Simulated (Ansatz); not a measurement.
## LiH (Fm-3m): lattice thermal conductivity

Aim: the lattice thermal conductivity of LiH against temperature, and which phonons carry it.

Experimental results on record:
- thermal conductivity 15 W/m/K near room temperature (given in “Combining the AFLOW GIBBS and Elastic Libraries to efficiently and robustly screen thermo-mechanical properties of solids”, 2017, arXiv:1611.05714)
- thermal conductivity 15 W/m/K near room temperature (given in “Predicting the lattice thermal conductivity of solids by solving the Boltzmann transport equation: AFLOW - AAPL an automated, accurate and efficient framework”, 2017, arXiv:1611.05481)

Calculated with Ansatz 0.2.0; DFT LDA, scalar-relativistic, plane waves, PAW; PAW set soft_1.

Most raw output is cut from this account.

The database entry behind the starting cell differs from later determinations by our own check (the deuteride, about 0.2 % short), so it need not match the best structure at ambient conditions.

## 1. The starting structure

It takes space group Fm-3m (No. 225, cubic). Conventional cell: a = 4.074 Å, b = 4.074 Å, c = 4.074 Å, α = 90.00°, β = 90.00°, γ = 90.00°. Nearest to Li lie 6 H at 2.04 Å. Nearest to H lie 6 Li at 2.04 Å. Farther neighbours are not listed.

## 2. A first coarse run

A cheap single point shows whether the cell is a metal or an insulator and how far it is from rest; that sets the k-mesh and the occupations of what follows.

input.yaml reads:

```yaml
crystal:
  lattice:
    - [0.0, 2.03675, 2.03675]
    - [2.03675, 0.0, 2.03675]
    - [2.03675, 2.03675, 0.0]
  atoms:
    - { symbol: Li, position: [0.0, 0.0, 0.0] }
    - { symbol: H, position: [0.5, 0.5, 0.5] }
kpoints:
  mp_grid: { grid: [8, 8, 8] }
hamiltonian:
  xc: lda
  pseudopotentials: { kind: paw, azcp: { folder: soft_1 }, xc_functional: pbe }
scf:
  occupations: { method: gaussian, width: 0.1 }
  lower_state_search: "off"
output:
  forces: true
  stress: true
  eigenvalues: true
```

Launch:

```bash
$ ansatz run input.yaml --threads 18 --pin off --max-ram 92160MiB --backend cuda --events-out ev --progress --plain --runs-dir out
```

The job ended after 4 s (1 × NVIDIA GB200 with 18 threads of Arm Neoverse V2, shared host; peak memory 0.98 GiB).

Numbers from this step:

```yaml
pressure: -4.086 GPa
gap_on_the_k_mesh: 2.656 eV
volume_per_atom: 8.449 Å³/atom
```

The start is under -4.1 GPa at this level and looks like an insulator or semiconductor on this mesh.

## 3. Finding the static equilibrium

Phonons are second derivatives about a minimum, so cell and atoms are relaxed first, inside the symmetry of the start.

input.yaml, the sections that differ from step 2:

```yaml
kpoints:
  mp_grid: { grid: [10, 10, 10] }
scf:
  occupations: { method: gaussian, width: 0.02 }
  lower_state_search: "off"
relax:
  adjacent_minimum: "off"
  f_tol: 0.005
  max_steps: 80
  cell: { stress_tol: 0.05 }
# crystal, hamiltonian, output: as in step 2
```

Wall time 4.6 s (1 × NVIDIA GB200 with 18 threads); peak memory 1 GiB; 5.2 s of CPU time.

Relaxation path:

| step | energy less that of the first step (eV) | largest force component (eV/Å) | pressure (GPa) | volume (Å³) |
| --- | --- | --- | --- | --- |
| 1 | 0.0000 | 0.0000 | -4.09 | 16.90 |
| 2 | -0.0263 | 0.0000 | -1.17 | 15.40 |
| 3 | -0.0283 | 0.0000 | 0.19 | 14.87 |
| 4 | -0.0283 | 0.0000 | -0.01 | 14.94 |
| 5* | -0.0275 | 0.0000 | -0.05 | 14.94 |

Relaxation steps marked * repeat the geometry before them on a plane-wave basis chosen anew for their cell, so energy and pressure can jump there.

Forces are held to the 48 operations that the run works with; a distortion that breaks them can't arise in this run.

| conventional cell, symmetrised | before | after | change |
| --- | --- | --- | --- |
| a (Å) | 4.074 | 3.910 | -4.0 % |
| b (Å) | 4.074 | 3.910 | -4.0 % |
| c (Å) | 4.074 | 3.910 | -4.0 % |
| volume (Å³/atom) | 8.45 | 7.47 | -11.6 % |

The relaxed structure:

```
Li H
1.0
     0.00000    1.95493    1.95493
     1.95493    0.00000    1.95493
     1.95493    1.95493    0.00000
Li H
1 1
Cartesian
  0.0000 0.0000 0.0000
  1.9549 1.9549 1.9549
```

Numbers from this step:

```yaml
pressure: -0.04509 GPa
gap_on_the_k_mesh: 2.541 eV
volume_per_atom: 7.471 Å³/atom
```

The relaxation ends with a pressure of -0.05 GPa.

## 4. A second relaxation

The relaxation is run once more from where the first one ended, as the script does after a large change of volume or of the gap, with mesh and occupations reviewed.

Edit input.yaml of step 3 so:

```diff
@@ -2,5 +2,5 @@
   lattice:
-    - [0.0, 2.03675, 2.03675]
-    - [2.03675, 0.0, 2.03675]
-    - [2.03675, 2.03675, 0.0]
+    - [0.0, 1.9549304428, 1.9549304428]
+    - [1.9549304428, 0.0, 1.9549304428]
+    - [1.9549304428, 1.9549304428, 0.0]
   atoms:
```

Wall time 2.6 s (1 × NVIDIA GB200 with 18 threads); peak memory 1 GiB.

Little changed from the start: no atom moved by 0.005 Å and no cell edge by 0.1 %.

## 5. Relaxing to small residual forces and stress

The thresholds are tightened for a last relaxation ahead of the phonons, and where mesh or smearing change with them the cell follows.

input.yaml, the sections that differ from step 4:

```yaml
scf:
  occupations: { method: fixed }
  lower_state_search: "off"
relax:
  adjacent_minimum: "off"
  f_tol: 0.001
  max_steps: 60
  cell: { stress_tol: 0.01 }
# crystal, kpoints, hamiltonian, output: as in step 4
```

Elapsed: 3.1 s, on 1 × NVIDIA GB200 with 18 threads; peak memory 1 GiB; 4 s of CPU time.

Little changed from the start: no atom moved by 0.005 Å and no cell edge by 0.1 %.

Numbers from this step:

* pressure: -5.41e-4 GPa
* gap on the k-mesh: 2.539 eV
* volume per atom: 7.463 Å³/atom

The residual pressure is -5.4e-4 GPa, small enough for phonons.

## 6. Third-order constants and the Boltzmann equation

Pairs of atoms inside the cutoff are displaced in a supercell, the forces give the cubic constants, and these give the three-phonon rates of the Boltzmann equation.

input.yaml reads:

```yaml
crystal:
  lattice:
    - [0.0, 1.9542128153, 1.9542128153]
    - [1.9542128153, 0.0, 1.9542128153]
    - [1.9542128153, 1.9542128153, 0.0]
  atoms:
    - { symbol: Li, position: [0.0, 0.0, 0.0] }
    - { symbol: H, position: [0.5, 0.5, 0.5] }
kpoints:
  mp_grid: { grid: [10, 10, 10] }
hamiltonian:
  xc: lda
  pseudopotentials: { kind: paw, azcp: { folder: soft_1 }, xc_functional: pbe }
scf:
  occupations: { method: fixed }
  lower_state_search: "off"
output:
  eigenvalues: true
phonons:
  method: fd
  dielectric: true
  supercell: [5, 5, 5]
  temperatures: { t_max: 1000, t_step: 50 }
  qpath:
    path:
      - [[0.0, 0.0, 0.0], [0.5, 0.0, 0.5], [0.5, 0.25, 0.75], [0.375, 0.375, 0.75], [0.0, 0.0, 0.0], [0.5, 0.5, 0.5], [0.625, 0.25, 0.625], [0.5, 0.25, 0.75], [0.5, 0.5, 0.5], [0.375, 0.375, 0.75]]
      - [[0.625, 0.25, 0.625], [0.5, 0.0, 0.5]]
    npoints: 10
  third_order: { supercell: [5, 5, 5], pair_cutoff: 4.937 }
  lattice_thermal_conductivity:
    qmesh: [27, 27, 27]
    temperatures: [100.0, 150.0, 200.0, 300.0, 400.0, 500.0]
    isotope_mass_variance:
      - { species: H, variance: 0.0001146 }
      - { species: Li, variance: 0.001459 }
    solution: relaxation_time
```

It took 3.5 min on 1 × NVIDIA GB200 with 18 threads; peak memory 3.6 GiB; 33 min of CPU time.

This step gave:

| Item | Value |
| --- | --- |
| Γ frequencies | 0, 0, 0, 646.9, 646.9, 646.9 cm⁻¹ (negative: imaginary) |
| lowest frequency on the path | 0 cm⁻¹ |
| zero-point energy | 0.2352 eV/cell |
| point group | m-3m |
| highest frequency | 1107 cm⁻¹ |
| Debye temperature from the second moment | 1298 K |
| κ at 300 K (relaxation time) | 30.6 W/m/K |
| dipole term | run |
| mean free path at half of κ | 26.9 nm |
| share of κ above the three lowest branches | 0.03 |
| third-order blocks | 6326 |
| periodic aliases dropped | 0 |
| largest relative sum-rule correction | 0.2218 |
| displaced cells, third order | 279 |

LO-TO term included. The phonon branches at the labelled points (cm⁻¹):

| point | branch 1 | branch 2 | branch 3 | branch 4 | branch 5 | branch 6 |
| --- | --- | --- | --- | --- | --- | --- |
| Γ | 0 | 0 | 0 | 647 | 647 | 1099 |
| halfway | 259 | 259 | 363 | 764 | 764 | 1073 |
| X | 336 | 336 | 452 | 857 | 857 | 1049 |
| halfway | 356 | 358 | 438 | 888 | 889 | 1022 |
| W | 372 | 402 | 402 | 912 | 958 | 958 |
| halfway | 348 | 404 | 418 | 881 | 951 | 986 |
| K | 331 | 410 | 424 | 858 | 957 | 996 |
| halfway | 243 | 283 | 406 | 792 | 812 | 1084 |
| Γ | 0 | 0 | 0 | 647 | 647 | 1099 |
| halfway | 220 | 220 | 372 | 784 | 784 | 1103 |
| L | 298 | 298 | 538 | 830 | 830 | 1072 |
| halfway | 312 | 345 | 497 | 844 | 891 | 1048 |
| U | 331 | 410 | 424 | 858 | 957 | 996 |
| halfway | 348 | 404 | 418 | 881 | 951 | 986 |
| W | 372 | 402 | 402 | 912 | 958 | 958 |
| halfway | 320 | 354 | 485 | 854 | 901 | 1038 |
| L | 298 | 298 | 538 | 830 | 830 | 1072 |
| halfway | 312 | 345 | 497 | 844 | 891 | 1048 |
| K | 331 | 410 | 424 | 858 | 957 | 996 |
| jump to U | 331 | 410 | 424 | 858 | 957 | 996 |
| halfway | 336 | 359 | 445 | 858 | 891 | 1036 |
| X | 336 | 336 | 452 | 857 | 857 | 1049 |

Lattice thermal conductivity, RTA xx against temperature:

| temperature (K) | lattice thermal conductivity, RTA xx (W/m/K) |
| --- | --- |
| 100 | 136 |
| 150 | 67.8 |
| 200 | 48.1 |
| 300 | 30.6 |
| 400 | 22.5 |
| 500 | 18.0 |

The modes has structure finer than the step of the table below, so its rows give means over 25 cm⁻¹, whole bins alone (the curve runs from -10 to 1150 cm⁻¹). Peaks (cm⁻¹: height): H 850.7: 0.0207, 1054.9: 0.0119; Li 325.5: 0.0199, 442.2: 0.0147.

Phonopy on the run's constants, 21x21x21 mesh, Gaussian sigma 8.3 cm⁻¹. The modes by wavenumber; means over each step; values in 1/cm⁻¹/cell:

| wavenumber (cm⁻¹) | H | Li |
| --- | --- | --- |
| 25 | 7.4e-7 | 5.2e-6 |
| 50 | 1.2e-5 | 7.9e-5 |
| 75 | 1.9e-5 | 1.7e-4 |
| 100 | 3.6e-5 | 3.0e-4 |
| 125 | 6.1e-5 | 5.7e-4 |
| 150 | 8.1e-5 | 8.7e-4 |
| 175 | 1.1e-4 | 0.00135 |
| 200 | 1.5e-4 | 0.00215 |
| 225 | 1.6e-4 | 0.00313 |
| 250 | 2.0e-4 | 0.00501 |
| 275 | 2.1e-4 | 0.00837 |
| 300 | 2.1e-4 | 0.0158 |
| 325 | 1.8e-4 | 0.0193 |
| 350 | 1.5e-4 | 0.0141 |
| 375 | 1.1e-4 | 0.00872 |
| 400 | 1.1e-4 | 0.00570 |
| 425 | 1.2e-4 | 0.00832 |
| 450 | 1.3e-4 | 0.0126 |
| 475 | 7.3e-5 | 0.00630 |
| 500 | 3.1e-5 | 0.00339 |
| 525 | 6.0e-6 | 0.00152 |
| 550 | 0 | 1.3e-4 |
| 575 | 0 | 0 |
| 600 | 0 | 0 |
| 625 | 3.4e-6 | 0 |
| 650 | 1.5e-4 | 2.0e-5 |
| 675 | 5.3e-4 | 5.9e-5 |
| 700 | 1.0e-3 | 9.5e-5 |
| 725 | 0.00167 | 1.3e-4 |
| 750 | 0.00258 | 1.5e-4 |
| 775 | 0.00394 | 1.7e-4 |
| 800 | 0.00645 | 1.9e-4 |
| 825 | 0.0139 | 2.0e-4 |
| 850 | 0.0196 | 1.4e-4 |
| 875 | 0.0129 | 7.1e-5 |
| 900 | 0.00747 | 2.9e-5 |
| 925 | 0.00514 | 1.3e-5 |
| 950 | 0.00299 | 1.7e-6 |
| 975 | 0.00171 | 0 |
| 1000 | 0.00407 | 2.0e-6 |
| 1025 | 0.00777 | 2.4e-5 |
| 1050 | 0.0113 | 1.2e-4 |
| 1075 | 0.00922 | 3.0e-4 |
| 1100 | 0.00509 | 4.0e-4 |
| 1125 | 3.6e-4 | 3.7e-5 |

Distinct triplets, nearest first. Third order norms, by row:

| sites | side 1 (Å) | side 2 (Å) | side 3 (Å) | norm of the 27 components (eV/Å³) |
| --- | --- | --- | --- | --- |
| Li-Li-Li | 0 | 0 | 0 | 0 |
| H-H-H | 0 | 0 | 0 | 0 |
| Li-H-H | 0 | 1.95 | 1.95 | 4.905 |
| Li-H-Li | 0 | 1.95 | 1.95 | 5.163 |
| Li-H-H | 1.95 | 1.95 | 2.76 | 0.202 |
| Li-H-Li | 1.95 | 1.95 | 2.76 | 0.325 |
| Li-Li-Li | 0 | 2.76 | 2.76 | 1.515 |
| Li-Li-Li | 2.76 | 2.76 | 2.76 | 0.054 |
| H-H-H | 0 | 2.76 | 2.76 | 0.417 |
| H-H-H | 2.76 | 2.76 | 2.76 | 0.165 |
| Li-H-H | 1.95 | 2.76 | 3.38 | 0.124 |
| Li-H-Li | 1.95 | 2.76 | 3.38 | 0.042 |
| Li-H-H | 0 | 3.38 | 3.38 | 0.145 |
| Li-H-Li | 0 | 3.38 | 3.38 | 0.257 |
| Li-H-Li | 1.95 | 1.95 | 3.91 | 0.183 |
| Li-H-H | 1.95 | 1.95 | 3.91 | 0.125 |
| Li-Li-Li | 2.76 | 2.76 | 3.91 | 0.055 |
| H-H-H | 2.76 | 2.76 | 3.91 | 0.067 |
| Li-H-H | 3.38 | 3.38 | 3.91 | 0.013 |
| Li-H-Li | 3.38 | 3.38 | 3.91 | 0.028 |
| Li-Li-Li | 0 | 3.91 | 3.91 | 0.172 |
| H-H-H | 0 | 3.91 | 3.91 | 0.12 |
| Li-H-H | 1.95 | 2.76 | 4.37 | 0.082 |
| Li-H-Li | 1.95 | 2.76 | 4.37 | 0.042 |
| Li-H-H | 2.76 | 3.38 | 4.37 | 0.034 |
| Li-H-Li | 2.76 | 3.38 | 4.37 | 0.021 |
| Li-H-Li | 1.95 | 3.91 | 4.37 | 0.028 |
| Li-H-H | 1.95 | 3.91 | 4.37 | 0.022 |
| Li-H-H | 0 | 4.37 | 4.37 | 0.08 |
| Li-H-H | 2.76 | 4.37 | 4.37 | 0.034 |

Born charge (rows field, columns displacement) (e), principal values of the symmetric part by kind of site:

| atom | atoms with these values | low | middle | high | mean |
| --- | --- | --- | --- | --- | --- |
| Li1 | 1 | 1.02 | 1.02 | 1.02 | 1.02 |
| H2 | 1 | -1.02 | -1.02 | -1.02 | -1.02 |

In full for Li1:

```
1.02 0.00 0.00
0.00 1.02 0.00
0.00 0.00 1.02
```

RTA, 300 K. Kappa by branch, by row:

| branch (by rank) | mean frequency (THz) | mean rms speed (km/s) | median lifetime (ps) | share of kappa |
| --- | --- | --- | --- | --- |
| 1 | 8.84 | 2.42 | 1.95 | 0.198 |
| 2 | 9.64 | 3.25 | 2.07 | 0.421 |
| 3 | 13.03 | 3.42 | 0.683 | 0.351 |
| 4 | 24.89 | 2.29 | 0.206 | 0.005 |
| 5 | 25.81 | 3.57 | 0.348 | 0.021 |
| 6 | 31.51 | 1.98 | 0.0628 | 0.004 |

The spectral kappa at 300 K, relaxation time (W/m/K/THz) by frequency; read off at these points:

frequency (THz), spectral kappa at 300 K, relaxation time (W/m/K/THz) and a bar:
```
      0.5       0.00 
      1.5       3.23 #####################
      2.5       2.12 ##############
      3.5       1.61 ##########
      5.5       2.10 ##############
      6.5       3.01 ###################
      7.5       4.65 ##############################
      8.5       3.98 ##########################
      9.5       2.66 #################
     10.5       2.02 #############
     11.5       1.20 ########
     13.5       0.40 ###
     14.5       0.17 #
     15.5       0.04 
     16.5       0.00 
     17.5       0.00 
     18.5       0.00 
     19.5       0.00 
     20.5       0.01 
     22.5       0.02 
     23.5       0.03 
     24.5       0.06 
     25.5       0.13 #
     26.5       0.18 #
     27.5       0.17 #
     28.5       0.16 #
     30.5       0.04 
     31.5       0.01 
     32.5       0.00 
     33.5       0.00
```

Relaxation-time solution. Table of share of κ carried by shorter paths by mean free path:

| mean free path (nm) | 100 K | 300 K | 500 K |
| --- | --- | --- | --- |
| 0.316 | 0 | 0.001 | 0.006 |
| 0.464 | 0 | 0.002 | 0.011 |
| 0.681 | 0 | 0.004 | 0.021 |
| 1 | 0 | 0.008 | 0.035 |
| 1.47 | 0 | 0.016 | 0.061 |
| 2.15 | 0 | 0.028 | 0.106 |
| 3.16 | 0 | 0.051 | 0.191 |
| 4.64 | 0.001 | 0.099 | 0.269 |
| 6.81 | 0.002 | 0.17 | 0.343 |
| 10 | 0.006 | 0.255 | 0.44 |
| 14.7 | 0.013 | 0.338 | 0.55 |
| 21.5 | 0.02 | 0.436 | 0.667 |
| 31.6 | 0.029 | 0.546 | 0.771 |
| 46.4 | 0.04 | 0.672 | 0.831 |
| 68.1 | 0.056 | 0.763 | 0.872 |
| 100 | 0.087 | 0.821 | 0.911 |
| 147 | 0.143 | 0.85 | 0.918 |
| 215 | 0.201 | 0.897 | 0.929 |
| 316 | 0.284 | 0.907 | 0.957 |
| 464 | 0.347 | 0.925 | 0.957 |
| 681 | 0.45 | 0.951 | 1 |
| 1000 | 0.502 | 0.951 | 1 |
| 1470 | 0.543 | 1 | 1 |
| 2150 | 0.62 | 1 | 1 |
| 3160 | 0.736 | 1 | 1 |
| 4640 | 0.762 | 1 | 1 |
| 6810 | 0.871 | 1 | 1 |
| 10000 | 0.871 | 1 | 1 |
| 14700 | 1 | 1 | 1 |

300 K; a sample spread over frequency. Mode lifetimes, by row, the first 40 of 90 rows:

| q1 | q2 | q3 | branch | frequency (THz) | rms speed (km/s) | three-phonon rate (1/ps) | isotope rate (1/ps) | lifetime (ps) | mean free path (nm) |
| --- | --- | --- | --- | --- | --- | --- | --- | --- | --- |
| 0 | 0 | 0.037 | 1 | 1.177 | 7.09 | 0.041 | 4.66e-6 | 24.4 | 173 |
| 0.037 | 0.1111 | 0.1481 | 1 | 4.13 | 6.26 | 0.294 | 0.0017 | 3.39 | 21.2 |
| 0.0741 | 0.1481 | 0.2222 | 1 | 5.371 | 5.21 | 0.519 | 0.00624 | 1.9 | 9.91 |
| 0 | 0.1111 | -0.1852 | 1 | 6.264 | 4.22 | 0.54 | 0.0142 | 1.8 | 7.6 |
| 0.037 | 0.1852 | -0.1481 | 1 | 6.784 | 3.98 | 0.481 | 0.0226 | 1.99 | 7.9 |
| 0 | 0.1852 | 0.2593 | 1 | 7.248 | 4.4 | 0.169 | 0.0333 | 4.93 | 21.7 |
| 0.037 | 0.1111 | -0.2222 | 2 | 7.702 | 4.39 | 0.215 | 0.0496 | 3.78 | 16.6 |
| 0.037 | 0.2593 | 0.2963 | 1 | 7.939 | 3.67 | 0.122 | 0.0621 | 5.43 | 19.9 |
| 0 | 0.1111 | -0.1111 | 3 | 8.232 | 8.9 | 0.244 | 0.0761 | 3.13 | 27.8 |
| 0 | 0.1481 | 0.3704 | 1 | 8.427 | 2.71 | 0.217 | 0.101 | 3.14 | 8.53 |
| 0 | 0.1481 | -0.3333 | 1 | 8.62 | 2.18 | 0.444 | 0.127 | 1.75 | 3.81 |
| 0 | 0.037 | -0.4074 | 2 | 8.797 | 1.58 | 0.353 | 0.161 | 1.95 | 3.08 |
| 0 | 0.2593 | 0.3704 | 1 | 8.918 | 2.56 | 0.109 | 0.207 | 3.17 | 8.1 |
| 0.0741 | 0.2593 | 0.4444 | 1 | 9.026 | 2.74 | 0.231 | 0.233 | 2.16 | 5.92 |
| 0.037 | 0.1852 | 0.4815 | 1 | 9.145 | 1.62 | 0.261 | 0.245 | 1.97 | 3.21 |
| 0 | 0.1852 | -0.4074 | 1 | 9.274 | 1.16 | 0.376 | 0.257 | 1.58 | 1.83 |
| 0.0741 | 0.1481 | 0.4815 | 2 | 9.37 | 2.81 | 0.264 | 0.264 | 1.89 | 5.32 |
| 0.0741 | 0.3333 | -0.2593 | 1 | 9.491 | 1.97 | 0.388 | 0.276 | 1.51 | 2.96 |
| 0.0741 | 0.2593 | 0.4444 | 2 | 9.602 | 3.35 | 0.156 | 0.286 | 2.26 | 7.57 |
| 0 | 0.3333 | -0.3333 | 1 | 9.691 | 1.05 | 0.337 | 0.3 | 1.57 | 1.65 |
| 0.0741 | 0.3333 | -0.4815 | 1 | 9.829 | 1.81 | 0.184 | 0.316 | 2 | 3.61 |
| 0.037 | 0.1481 | 0.2593 | 3 | 9.915 | 7.32 | 0.244 | 0.308 | 1.81 | 13.2 |
| 0.1111 | 0.3333 | -0.4074 | 1 | 10.02 | 1.79 | 0.259 | 0.357 | 1.62 | 2.9 |
| 0.1481 | 0.3704 | -0.2593 | 1 | 10.08 | 2.25 | 0.348 | 0.371 | 1.39 | 3.13 |
| 0.1481 | 0.3704 | -0.2963 | 1 | 10.22 | 2.12 | 0.319 | 0.279 | 1.67 | 3.54 |
| 0 | 0.1852 | -0.4074 | 2 | 10.34 | 3.07 | 0.354 | 0.246 | 1.67 | 5.12 |
| 0.1111 | 0.2593 | -0.4444 | 2 | 10.51 | 2.8 | 0.395 | 0.227 | 1.61 | 4.5 |
| 0.1481 | 0.4444 | -0.3704 | 1 | 10.7 | 2.19 | 0.237 | 0.207 | 2.25 | 4.94 |
| 0.037 | 0.1111 | -0.1852 | 3 | 10.87 | 7.48 | 0.269 | 0.18 | 2.23 | 16.7 |
| 0 | 0.2593 | 0.2593 | 3 | 11.11 | 4.74 | 0.721 | 0.164 | 1.13 | 5.35 |
| 0 | 0.2963 | -0.2963 | 2 | 11.37 | 2.86 | 0.524 | 0.168 | 1.44 | 4.13 |
| 0.1111 | 0.3704 | -0.3704 | 2 | 11.65 | 2.59 | 0.657 | 0.163 | 1.22 | 3.16 |
| 0 | 0.3333 | -0.4074 | 2 | 11.97 | 3.02 | 0.731 | 0.132 | 1.16 | 3.49 |
| 0 | 0.1481 | 0.3333 | 3 | 12.37 | 5.58 | 0.864 | 0.0746 | 1.07 | 5.95 |
| 0.1852 | 0.4074 | -0.2963 | 3 | 12.73 | 3.03 | 0.798 | 0.172 | 1.03 | 3.12 |
| 0.037 | 0.3704 | 0.4074 | 3 | 13 | 1.84 | 1.09 | 0.29 | 0.725 | 1.33 |
| 0.037 | 0.2963 | 0.4444 | 3 | 13.16 | 1.83 | 1.17 | 0.425 | 0.629 | 1.15 |
| 0.1481 | 0.3704 | -0.4074 | 3 | 13.26 | 1.82 | 1.05 | 0.687 | 0.575 | 1.05 |
| 0.0741 | 0.3333 | -0.4815 | 3 | 13.37 | 1.15 | 1.14 | 0.487 | 0.614 | 0.705 |
| 0 | 0.2963 | -0.4444 | 3 | 13.51 | 2.63 | 1.03 | 0.382 | 0.707 | 1.86 |

Without the LO-TO term. Gamma linewidths, by row:

| branch | frequency (cm⁻¹) | three-phonon rate (1/ps) | isotope rate (1/ps) | FWHM (cm⁻¹) |
| --- | --- | --- | --- | --- |
| 4 | 646.9 | 1.81 | 2.15e-31 | 9.6 |
| 5 | 646.9 | 1.81 | 2.15e-31 | 9.6 |
| 6 | 646.9 | 1.81 | 2.15e-31 | 9.6 |

W/m/K, third of the trace; RTA populations with a boundary rate v/L added to each mode (Matthiessen's rule). Kappa by grain size, by row:

| T (K) | bulk | 10 nm | 30 nm | 100 nm | 300 nm | 1000 nm | 10000 nm | 100000 nm |
| --- | --- | --- | --- | --- | --- | --- | --- | --- |
| 100 | 136.3 | 4.823 | 11.05 | 24.03 | 42.38 | 67.19 | 111.9 | 132.4 |
| 300 | 30.45 | 9.887 | 15.7 | 21.67 | 25.59 | 28.21 | 30.13 | 30.41 |

W/m/K, third of the trace; RTA populations with the isotope rates scaled. Kappa by mass disorder, by row:

| T (K) | no isotopes | as typed | variance x 3 | variance x 10 | variance x 30 |
| --- | --- | --- | --- | --- | --- |
| 100 | 252.3 | 136.3 | 108 | 75.35 | 46.25 |
| 300 | 45.21 | 30.45 | 23.12 | 16.33 | 11.65 |

At 300 K the relaxation-time value is 30.6 W/(m K).

## 7. Outcome

- highest frequency: 1107 cm⁻¹
- Debye temperature from the second moment: 1298 K
- κ at 300 K (relaxation time): 30.6 W/m/K
- mean free path at half of κ: 26.9 nm
- share of κ above the three lowest branches: 0.03

**Reading.** The lattice of LiH conducts 30.6 W/(m K) at 300 K by LDA (mean over directions, relaxation-time solution). Above 300 K the relaxation-time κ falls as T^-1.04, near the 1/T law of three-phonon scattering. Grains of 100 nm would keep 71 % of the bulk value at 300 K, and grains of 1 µm 93 %. Removing the natural isotope disorder raises κ at 300 K by 48 %. A measured thermal conductivity near room temperature is 15 W/m/K (arXiv:1611.05714); the calculated 30.6 W/m/K differs by +104 %. The relaxed cell is 12 % smaller in volume than the database cell, which stiffens most phonons and usually raises κ; no run here tested that. Four-phonon, defect and boundary scattering, which are left out, would lower the calculated value; thermal expansion is left out too. The last run computed the relaxation-time solution alone; it counts normal processes as resistive, so the full solution usually lies higher, most of all in good conductors. The sum rules changed one orbit of cubic constants by up to 22 %; by the manual a large change points to a short cutoff or, on a small and distant orbit, to noisy forces. The conductivities include the coherence part between close branches; the shares for grains, isotopes, branches and paths are of the relaxation-time populations alone. Cubic couplings among atoms farther apart than the pair cutoff are dropped, and neither the cutoff nor the q-mesh was shown to be converged here. The PAW files were made for PBE and are used here under another functional, for which the program regenerates the frozen cores. The cell of these runs is 12 % smaller in volume than the database cell; frequencies and all that rests on them shift with it.

[Logs are printed without paths, hosts, clocks, repeated set-up lines and the standing remarks that a program may print on its own settings, such as how far it seeks lower states.]

[Hosts, paths, dates, database ids (printed as entryN), source tags and the programs' standing remarks are cut or masked in the printed files.]

[A step with changed settings may run another functional than the one named; its input shows which.]
